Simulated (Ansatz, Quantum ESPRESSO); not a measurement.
# Thickness dependence of 1T-PtS2, part 7 of 8

What does each added layer of 1T-PtS2 bring in screening, and what does it do to the gap?

Quantum ESPRESSO 7.5; plane-wave DFT, PBE, GBRV ultrasoft pseudopotentials; geometry by Ansatz 0.2.0 with PAW datasets.

So far. Step 13 (Potential by pp.x, 2 layers): The slope in the vacuum is 0.100 eV/Å for an applied 0.10 V/Å, as it should be. Step 14 (Band structure, 2 layers: no field): Along this path the valence top lies between Γ and M and the conduction bottom between Γ and M.

### 19. Ground state, 3 layers: field 0.1 V/Å

n3.f1.in

```
&control
  prefix = 'n3.f1'
  outdir = './out'
  pseudo_dir = './pseudo'
  calculation = 'scf'
  tprnfor = .true.
  tefield = .true.
  dipfield = .true.
/
&system
  ibrav = 0
  nat = 9
  ntyp = 2
  ecutwfc = 40
  ecutrho = 200
  occupations = 'smearing'
  smearing = 'fd'
  degauss = 0.004
  edir = 3
  emaxpos = 0.97
  eopreg = 0.04
  eamp = 0.00194469
  nbnd = 46
/
&electrons
  conv_thr = 1e-09
  mixing_beta = 0.4
  electron_maxstep = 120
  mixing_mode = 'plain'
  startingpot = 'file'
/
ATOMIC_SPECIES
  S   32.0600  s_pbe_v1.4.uspp.F.UPF
  Pt  195.0840  pt_pbe_v1.4.uspp.F.UPF
CELL_PARAMETERS angstrom
  3.56796606806129 0.00000000000000 -0.00000000000000
  -1.78398303403065 3.08994925478196 0.00000000000000
  -0.00000000000000 0.00000000000000 29.64225918010000
ATOMIC_POSITIONS crystal
  S   0.666666666667 0.333333333333 0.298968947047
  Pt  -0.000000000000 -0.000000000000 0.340711738871
  S   0.333333333333 0.666666666667 0.381364556479
  S   0.666666666667 0.333333333333 0.459020298276
  Pt  -0.000000000000 -0.000000000000 0.500000707189
  S   0.333333333333 0.666666666667 0.540981132437
  S   0.666666666667 0.333333333333 0.618634723183
  Pt  0.000000000000 0.000000000000 0.659287551902
  S   0.333333333333 0.666666666667 0.701030344616
K_POINTS automatic
  12 12 1 0 0 0
```

Command:

```sh
$ cp -r out/n3.f0.save out/n3.f1.save
$ OMP_NUM_THREADS=1 mpirun -n 4 pw.x -nk 4 -in n3.f1.in > n3.f1.out
```

What it wrote:

```text
[banner, memory and clock lines left out]
Program PWSCF v.7.5 starts
[...]
number of electrons       =        84.00
     number of Kohn-Sham states=           46
     kinetic-energy cutoff     =      40.0000  Ry
     charge density cutoff     =     200.0000  Ry
[...]
number of k points=    74  Fermi-Dirac smearing, width (Ry)=  0.0040
[...]
Dense  grid:   105289 G-vectors     FFT dimensions: (  32,  32, 256)
[...]
The initial density is read from file :
[...]
negative rho (up, down):  5.151E-01 0.000E+00
[...]
Starting wfcs are   60 randomized atomic wfcs
[...]
negative rho (up, down):  5.152E-01 0.000E+00
[...]
estimated scf accuracy    <       0.09795674 Ry
[...]
negative rho (up, down):  5.153E-01 0.000E+00
[...]
estimated scf accuracy    <     102.94194479 Ry
[...]
negative rho (up, down):  5.152E-01 0.000E+00
[...]
estimated scf accuracy    <       0.05332752 Ry
[...]
negative rho (up, down):  5.152E-01 0.000E+00
[...]
estimated scf accuracy    <       0.02603537 Ry
[...]
negative rho (up, down):  5.152E-01 0.000E+00
[...]
estimated scf accuracy    <       0.02513739 Ry
[...]
negative rho (up, down):  5.152E-01 0.000E+00
[...]
estimated scf accuracy    <       0.02292017 Ry
[...]
negative rho (up, down):  5.152E-01 0.000E+00
[...]
estimated scf accuracy    <       0.01673908 Ry
[...]
negative rho (up, down):  5.151E-01 0.000E+00
[...]
estimated scf accuracy    <       0.01156988 Ry
[...]
negative rho (up, down):  5.151E-01 0.000E+00
[...]
estimated scf accuracy    <       0.00922311 Ry
[...]
negative rho (up, down):  5.151E-01 0.000E+00
[...]
estimated scf accuracy    <       0.00657358 Ry
[...]
negative rho (up, down):  5.151E-01 0.000E+00
[...]
estimated scf accuracy    <       0.00314539 Ry
[...]
negative rho (up, down):  5.151E-01 0.000E+00
[...]
estimated scf accuracy    <       0.00003071 Ry
[...]
negative rho (up, down):  5.151E-01 0.000E+00
[...]
estimated scf accuracy    <       0.00006715 Ry
[...]
negative rho (up, down):  5.151E-01 0.000E+00
[...]
estimated scf accuracy    <       0.00004416 Ry
[...]
negative rho (up, down):  5.151E-01 0.000E+00
[...]
estimated scf accuracy    <       0.00002232 Ry
[...]
negative rho (up, down):  5.151E-01 0.000E+00
[...]
estimated scf accuracy    <       0.00000943 Ry
[...]
negative rho (up, down):  5.151E-01 0.000E+00
[...]
estimated scf accuracy    <       0.00000225 Ry
[...]
negative rho (up, down):  5.151E-01 0.000E+00
[...]
estimated scf accuracy    <       0.00000070 Ry
[...]
negative rho (up, down):  5.151E-01 0.000E+00
[...]
estimated scf accuracy    <       0.00000010 Ry
[...]
negative rho (up, down):  5.151E-01 0.000E+00
[...]
estimated scf accuracy    <       0.00000002 Ry
[...]
negative rho (up, down):  5.151E-01 0.000E+00
[...]
estimated scf accuracy    <       0.00000002 Ry
[...]
negative rho (up, down):  5.151E-01 0.000E+00
[...]
estimated scf accuracy    <          6.9E-09 Ry
[...]
negative rho (up, down):  5.151E-01 0.000E+00
[...]
estimated scf accuracy    <          2.1E-09 Ry
[...]
negative rho (up, down):  5.151E-01 0.000E+00
[...]
Computed dipole along edir(3) :
        Dipole                0.1535 Ry au,          0.3902 Debye
        Dipole field          0.0009 Ry au,
        E field amplitude [Ha a.u.]:  1.9447E-03
        Potential amp.        0.1151 Ry
        Total length         53.7751 bohr
[...]
the Fermi energy is     3.0908 ev
!    total energy              =    -776.89725542 Ry
     estimated scf accuracy    <          4.9E-10 Ry
     smearing contrib. (-TS)   =      -0.00003327 Ry
     internal energy E=F+TS    =    -776.89722215 Ry
[...]
one-electron contribution =   -6281.01026325 Ry
     hartree contribution      =    3160.73290110 Ry
     xc contribution           =    -221.29343014 Ry
     ewald contribution        =    2564.67403295 Ry
     electric field correction =      -0.00046281 Ry
     convergence has been achieved in  24 iterations
     negative rho (up, down):  5.151E-01 0.000E+00
[...]
Total force =     0.009594     Total SCF correction =     0.000143
[...]
```

Wall time 4.3 min (4 MPI ranks of Intel Xeon 6975P-C (Granite Rapids), shared host); peak memory 1.3 GiB.

Numbers from this step:

* free energy: -10570.2256 eV
* energy at zero smearing: -10570.2254 eV
* Fermi energy: 3.091 eV
* dipole along the normal: 0.08124 e·Å
* valence top, on the run's zero: 2.801 eV
* conduction bottom, on the run's zero: 3.433 eV
* gap by band count: 0.6314 eV

### 20. Potential by pp.x, 3 layers

n3.f1.pot.in

```
&inputpp
  prefix = 'n3.f1'
  outdir = './out'
  filplot = 'n3.f1.pot.dat'
  plot_num = 11
/
```

Command:

```sh
$ OMP_NUM_THREADS=1 mpirun -n 4 pp.x -in n3.f1.pot.in > n3.f1.pot.out
```

It took 1.4 s on 4 MPI ranks; peak memory 0.12 GiB; 4.7 s of CPU time.

Read from the output:

```
slope of the potential above                                          : 0.1000 eV/Å
upper vacuum line continued to the top atoms, over the valence top    : 5.347 eV
slope of the potential below                                          : 0.09997 eV/Å
lower vacuum line continued to the bottom atoms, over the valence top : 5.488 eV
```

The slope in the vacuum is 0.100 eV/Å for an applied 0.10 V/Å, as it should be.

[end of part 7 of 8]

[Logs are printed without paths, hosts, clocks, repeated set-up lines and the standing remarks that a program may print on its own settings, such as how far it seeks lower states.]

[Hosts, paths, dates, database ids (printed as entryN), source tags and the programs' standing remarks are cut or masked in the printed files.]

[Maps of the electrostatic potential energy from Ansatz leave out the sawtooth potential of an applied field or a dipole correction, so their vacuum need not be flat; planar profiles and work functions include it.]
